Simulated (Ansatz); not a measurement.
# A failed many-body run on In2O3 (R-3c)

What is wrong with this input for In2O3 (R-3c)?

Main program and level: Ansatz 0.2.0; G0W0 on LDA, plane waves, PAW; PAW set soft_1.

**1. Set-up**

It takes space group R-3c (No. 167, trigonal). Conventional cell: a = 5.487 Å, b = 5.487 Å, c = 14.510 Å, α = 90.00°, β = 90.00°, γ = 120.00°. Nearest to In lie 6 O at 2.12 to 2.26 Å. Nearest to O lie 4 In at 2.12 to 2.26 Å. Farther neighbours and most contacts between anions are not listed.

The cell and positions come from the Crystallography Open Database and are kept as given unless a step says otherwise. This is not the form that In2O3 usually takes at ambient conditions.

**2. First try**

The input, input.yaml:

```yaml
crystal:
  lattice:
    - [2.7435, 1.5839604635, 4.8366666667]
    - [-2.7435, 1.5839604635, 4.8366666667]
    - [0.0, -3.167920927, 4.8366666667]
  atoms:
    - { symbol: In, position: [0.35731, 0.35731, 0.35731] }
    - { symbol: In, position: [0.14269, 0.14269, 0.14269] }
    - { symbol: In, position: [0.64269, 0.64269, 0.64269] }
    - { symbol: In, position: [0.85731, 0.85731, 0.85731] }
    - { symbol: O, position: [0.548, 0.952, 0.25] }
    - { symbol: O, position: [0.25, 0.548, 0.952] }
    - { symbol: O, position: [0.952, 0.25, 0.548] }
    - { symbol: O, position: [0.452, 0.048, 0.75] }
    - { symbol: O, position: [0.75, 0.452, 0.048] }
    - { symbol: O, position: [0.048, 0.75, 0.452] }
kpoints:
  mp_grid: { grid: [2, 2, 2] }
hamiltonian:
  xc: lda
  pseudopotentials: { kind: paw, azcp: { folder: soft_1 }, xc_functional: pbe }
scf:
  occupations: { method: fermi_dirac, width: 2.0 }
gw:
  n_empty_bands: 133
  ecut_chi: 60
  qp_bands: [v3, c3]
  qp_kpoints: band_edges
  screening: { model: contour_deformation }
```

Launch:

```
> ansatz run input.yaml --threads 3 --pin off --max-ram 92160MiB --backend cuda --events-out ev --progress --plain --runs-dir out --devices 1 --max-vram 13GiB
```

Numbers of over 12 decimals in the logs are rounded to 6 here.

What it wrote:

```text
band count auto-derived: 113 (N_el = 88.0; filled up to band 44; 54 by the electrons, moments and atoms)
GPUs: using 1 of 1 available (devices: 1).
Engine: ansatz 0.2.0, x86_64-unknown-linux-gnu
Pseudopotentials: kind: paw
Pseudopotential: In, paw, valence charge 13, recommended cutoff 420 eV (normal), soft_1/In.paw.azcp
Pseudopotential: O, paw, valence charge 6, recommended cutoff 420 eV (normal), soft_1/O.paw.azcp
Functional definition: SPW92
  exchange = slater_x
  correlation = pw_c
concurrent solve slots: 2 of 3 are kept, ahead of what memory takes: no pass of the eigensolver takes more rounds on 2
device memory: the entry about to start is reckoned to put 2.9 GiB on a device that reports 18.6 GiB free (of which the cap on the GPU budget leaves the run 13.0 GiB)
GPU FFT provider: cuFFT
GPU libraries: cuBLAS 13.8.2, cuFFT 12.4.0, cuSOLVER 12.3.4
Crystal: 10 atoms, lattice volume = 126.109 Å³
Basis set: ecut = 420 eV, 2453 PW (Γ)
Bands: 113, of which v1, the nominal top of the filled ones, is band 44 counted from 1 (43 counted from 0)
Symmetry: 12 space group operations
Space group: R-3c (ITA 167), of the structure as read, at distance tolerance 5.0e-5 Å
k-points: 4 of 8
Non-local potential: In, projectors of the file, l = 0: 2, l = 1: 2, l = 2: 2, l = 3: 1
Non-local potential: O, projectors of the file, l = 0: 2, l = 1: 2, l = 2: 1
PAW form: soft (Blöchl's): semilocal exchange-correlation on the pseudo side does not see the compensation charge
PAW frozen core: In, regenerated for the run's functional, and the local potential with it (the file was generated under x = pbe(κ = 0.804, μ = 0.219515), c = pbe(β = 0.066725))
PAW frozen core: O, regenerated for the run's functional, and the local potential with it (the file was generated under x = pbe(κ = 0.804, μ = 0.219515), c = pbe(β = 0.066725))
PAW one-centre angular grid: In, 590 points (default); XC on 64 Gauss nodes
PAW one-centre angular grid: O, 110 points (default); XC on 64 Gauss nodes
Initial density: superposition of atomic densities (chi_scale 0.1, normalization cell, long waves kept (reshape's long-wave potential 0.00 eV rms))
Initial wavefunctions: pseudopotential atomic-orbital guess
GPU buffer pool allocated for 64000 grid points (all kernels)
GPU transforms: local potential and band sums: pruned to the plane-wave sphere, on 40×40×40
Functional: x = slater, c = lda
SCF iter   1: F=—  HF=-25175.093872 eV  |F-HF|=—  |Δ(HF+E_count)|=         —  Δρ=5.56e-2  dr2=2.95e0  ethr=3.10e-3  ⟨swp⟩=8.0  Hψ=2228  notcnv=0
preconditioner: auto → Kerker (q_TF=auto, 2.569 Å⁻¹)  [metal: Δε(μ)=3.118 eV  Ē_g=30.610 eV  σ=2.000 eV  W_gap=0.37  n_scr=32 (ndim 8)  ℏωp=31.0 eV  f_vac=0.000  D(μ)=2.39/eV (n_scr^D=14)]
SCF iter   2: F=—  HF=-25174.416915 eV  |F-HF|=—  |Δ(HF+E_count)|=   6.77e-1  Δρ=2.55e-2  dr2=7.55e-1  ethr=3.10e-3  ⟨swp⟩=1.0  Hψ=520  notcnv=0
SCF iter   3: F=—  HF=-25174.123107 eV  |F-HF|=—  |Δ(HF+E_count)|=   2.94e-1  Δρ=4.98e-3  dr2=5.35e-2  ethr=8.58e-4  ⟨swp⟩=1.0  Hψ=452  notcnv=0
SCF iter   4: F=—  HF=-25174.105881 eV  |F-HF|=—  |Δ(HF+E_count)|=   1.72e-2  Δρ=1.91e-3  dr2=6.01e-3  ethr=6.08e-5  ⟨swp⟩=1.5  Hψ=478  notcnv=0
SCF iter   5: F=—  HF=-25174.104644 eV  |F-HF|=—  |Δ(HF+E_count)|=   1.24e-3  Δρ=4.41e-4  dr2=5.05e-4  ethr=6.83e-6  ⟨swp⟩=1.0  Hψ=452  notcnv=0
SCF iter   6: F=—  HF=-25174.104554 eV  |F-HF|=—  |Δ(HF+E_count)|=   8.97e-5  Δρ=1.38e-4  dr2=4.49e-5  ethr=5.73e-7  ⟨swp⟩=2.0  Hψ=724  notcnv=0
SCF iter   7: F=—  HF=-25174.104547 eV  |F-HF|=—  |Δ(HF+E_count)|=   6.67e-6  Δρ=3.58e-5  dr2=2.76e-6  ethr=5.11e-8  ⟨swp⟩=1.0  Hψ=452  notcnv=0
SCF iter   8: F=-25174.104547 eV  HF=-25174.104547 eV  |F-HF|=7.20e-9  |Δ(HF+E_count)|=   2.04e-7  Δρ=8.83e-6  dr2=9.25e-8  ethr=1.14e-10  ⟨swp⟩=5.0  Hψ=1575  notcnv=0
SCF 1 converged in 8 iterations: F = -25174.104547 eV  dr2 = 9.25e-8
[...]
concurrent solve slots: 2 of 3 are kept, ahead of what memory takes: no pass of the eigensolver takes more rounds on 2
device memory: the entry about to start is reckoned to put 3.7 GiB on a device that reports 23.6 GiB free (of which the cap on the GPU budget leaves the run 13.0 GiB)
NSCF: frozen V_eff on 4 k-points
[...]
concurrent solve slots: 2 of 3 are kept, ahead of what memory takes: no pass of the eigensolver takes more rounds on 2
device memory: the entry about to start is reckoned to put 2.6 GiB on a device that reports 24.2 GiB free (of which the cap on the GPU budget leaves the run 13.0 GiB)
NSCF: frozen V_eff on 4 k-points
SCF converged after 8 iterations
Free energy (F): -25174.104547 eV
Harris-Foulkes:  -25174.104547 eV  (|F-HF|=7.20e-9)
Internal energy: -25139.762227 eV  (E = F + TS)
E sigma→0 (E₀):  -25156.933387 eV
Entropy (-TS):   -34.342320 eV (-3434.232 meV/atom)
Fermi energy:    11.562548 eV
--- Per-component energies (eV) ---
  E_band       = 24.311255
  E_kinetic    = 1903.780561
  E_local      = -5575.359390  (includes V_loc(G=0)·N_el)
  E_nonlocal   = 1659.270947
  E_hartree    = 2163.485531
  E_xc         = -988.427228
  E_vxc        = -903.174484  (∫ρ·V_xc dr)
  E_paw        = -17193.127679  (= ΣΔE_a)
  E_vpaw       = -1387.177090  (= ΣTr[D̂ρ^β])
  E_aug_tail   = 0.004732  (compensation charges beyond the density's cutoff)
  E_ewald      = -7111.109369
  E_core_change = 1.719667  (= ΣΔE_core)
  E_smearing   = -34.342320  (= −TS)
  E_closure    = 0.000000  (closes the sum)
  Σ components = -25174.104547   (vs F -25174.104547, Δ=0.00e0)
--- Band table (eV) ---
  k-point 0: bands = [... 40 lower, 7.8810, 7.8810, 8.1421, 8.1421, 9.7048, 14.0035, 14.5565, 15.6222, ... 65 higher]
  k-point 1: bands = [... 40 lower, 7.4299, 7.4299, 8.0839, 8.0839, 13.2571, 13.2571, 14.2496, 14.2496, ... 65 higher]
  k-point 2: bands = [... 40 lower, 7.6314, 7.8476, 8.0772, 8.1141, 13.5032, 13.8104, 14.7680, 14.9234, ... 65 higher]
  k-point 3: bands = [... 40 lower, 7.9744, 7.9744, 7.9744, 7.9744, 12.7401, 12.7401, 15.4547, 15.4547, ... 65 higher]
```

The job ended after 7.3 s (1 × NVIDIA H100 80GB HBM3 (shared by 6 runs) with 3 threads of AMD EPYC 7R13 (Zen 3), shared host; peak memory 0.94 GiB).

In the SCF lines HF is the Harris–Foulkes energy and dr2 the Hartree energy of the density residual, in eV; the loop may stop once dr2 is under the threshold and the program's other checks hold. Hψ counts applications of the Hamiltonian.

**Diagnosis.**

The self-consistent loop converged; the step after it was not made.

The fault: smeared occupations of electronvolts. A wide smearing fills conduction states and empties valence ones, so the start is no longer the insulator.

**3. A better input**

G0W0 replaces the xc potential by the self-energy, built once from these orbitals. Only a window of levels is corrected, while the sums run over the empty bands that the input names. This step takes PAW set soft_1 files.

input.yaml, as its differences from that of step 2:

```diff
@@ -17,3 +17,3 @@
 kpoints:
-  mp_grid: { grid: [2, 2, 2] }
+  mp_grid: { grid: [4, 4, 4] }
 hamiltonian:
@@ -22,6 +22,6 @@
 scf:
-  occupations: { method: fermi_dirac, width: 2.0 }
+  occupations: { method: fixed }
 gw:
-  n_empty_bands: 133
-  ecut_chi: 60
+  n_empty_bands: 526
+  ecut_chi: 150.0
   qp_bands: [v3, c3]
```

What it wrote:

```text
GPUs: using 1 of 1 available (devices: 1).
[...]
GPU FFT provider: cuFFT
GPU libraries: cuBLAS 13.8.2, cuFFT 12.4.0, cuSOLVER 12.3.4
Crystal: 10 atoms, lattice volume = 126.109 Å³
Basis set: ecut = 420 eV, 2453 PW (Γ)
Bands: 54, of which v1, the nominal top of the filled ones, is band 44 counted from 1 (43 counted from 0)
Symmetry: 12 space group operations
[...]
k-points: 13 of 64
[...]
GPU buffer pool allocated for 64000 grid points (all kernels)
[...]
SCF iter   1: F=—  HF=-25162.532752 eV  |F-HF|=—  |Δ(HF+E_count)|=         —  Δρ=5.98e-2  dr2=2.98e0  ethr=3.10e-3  ⟨swp⟩=4.9  Hψ=2287  notcnv=0  defer=101
[...]
SCF iter   8: F=-25161.580570 eV  HF=-25161.580570 eV  |F-HF|=6.70e-9  |Δ(HF+E_count)|=   1.61e-7  Δρ=4.86e-6  dr2=3.45e-8  ethr=1.14e-10  ⟨swp⟩=10.0  Hψ=2799  notcnv=0
SCF 1 converged in 8 iterations: F = -25161.580570 eV  dr2 = 3.45e-8
[...]
0    44      8.5898   -27.5402     4.3045   -22.7394  0.7411     8.0879     8.0934  root
     0    45      9.8147   -12.6726    -3.3773   -16.7612  0.8120    10.5339    10.5260  root
     0    46     14.0469    -9.3831    -4.5271   -14.8990  0.8050    15.0616    15.0358  root
     0    47     14.7113   -13.1459    -4.7478   -19.1757  0.7846    16.0346    15.9934  root
     1    42      8.2314   -26.8703     4.3010   -22.0626  0.7389     7.7186     7.7248  root
     1    43      8.4618   -26.6443     4.6079   -21.5260  0.7324     7.9452     7.9515  root
[...]
6    47     14.9688   -13.7873    -4.7797   -19.8170  0.7667    16.2686    16.2188  root ?
[...]
10    47     14.9897   -13.4572    -4.7939   -19.5035  0.7731    16.2943    16.2421  root ?
[...]
12    44      8.4407   -26.8842     4.4661   -21.9128  0.7355     7.9295     7.9355  root
    12    45     12.9462   -13.4463    -3.7628   -18.1742  0.7858    13.9367    13.9112  root
    12    46     12.9462   -13.4463    -3.7628   -18.1742  0.7858    13.9367    13.9112  root
    12    47     15.6450   -13.3817    -5.1398   -19.8648  0.7670    17.0387    16.9883  root
[key lines of the parts left out:]
SCF converged after 8 iterations
Free energy (F): -25161.580570 eV
Fermi energy:    8.629056 eV
```

Wall time 46 s (1 × NVIDIA H100 80GB HBM3 (shared by 6 runs) with 3 threads); peak memory 2.2 GiB; 81 s of CPU time.

Numbers from this step:

```yaml
bands_summed: 570
rpa_eps_infinity_on_this_mesh_eigenvalues: 5.197, 5.334, 5.334
plane_waves_in_the_screening_matrix: 543
q_points_in_the_mesh: 64
g0w0_gap_on_the_mesh: 2.399 eV
k_of_the_valence_top: 0, 0, 0.25
k_of_the_conduction_bottom: 0, 0, 0
starting_gap_on_the_mesh: 1.186 eV
z_at_the_valence_top: 0.7337
z_at_the_conduction_bottom: 0.8120
least_direct_g0w0_gap_on_the_computed_points: 2.433 eV
```

The gap on the mesh goes from 1.19 eV to 2.40 eV, a correction of +1.21 eV. Between the two edge states, bare exchange in place of the xc potential would open the gap by 9.18 eV, and correlation takes back 7.96 eV.

**4. Summary of results**

| Quantity | Value |
| --- | --- |
| first try | the many-body step was refused after 7.3 s |
| better run | G0W0 gap on the mesh 2.40 eV (4×4×4 mesh, 526 empty bands, screening to 150 eV, PAW set soft_1 files) |

In words: The second run differs in: mesh, empty bands, screening cutoff (eV) and smearing (eV). Bands and cutoff are finite, so the gap is not at the basis limit. The miss can reach some tenths of an eV and take either sign; the mesh is an error of its own. The many-body steps are scalar-relativistic: spin-orbit coupling is not in them.

[Paths, hosts, dates, memory and timing lines, banners, echoed tables and standing remarks are left out of the program output.]

[Logs are printed without paths, hosts, clocks, repeated set-up lines and the standing remarks that a program may print on its own settings, such as how far it seeks lower states.]

[Runs of the session that timed out or met a known fault of the program may be left out.]

[Cells called generated may have been cut or substituted from an entry of the Crystallography Open Database or the Materials Project.]

[Hosts, paths, dates, database ids (printed as entryN), source tags and the programs' standing remarks are cut or masked in the printed files.]
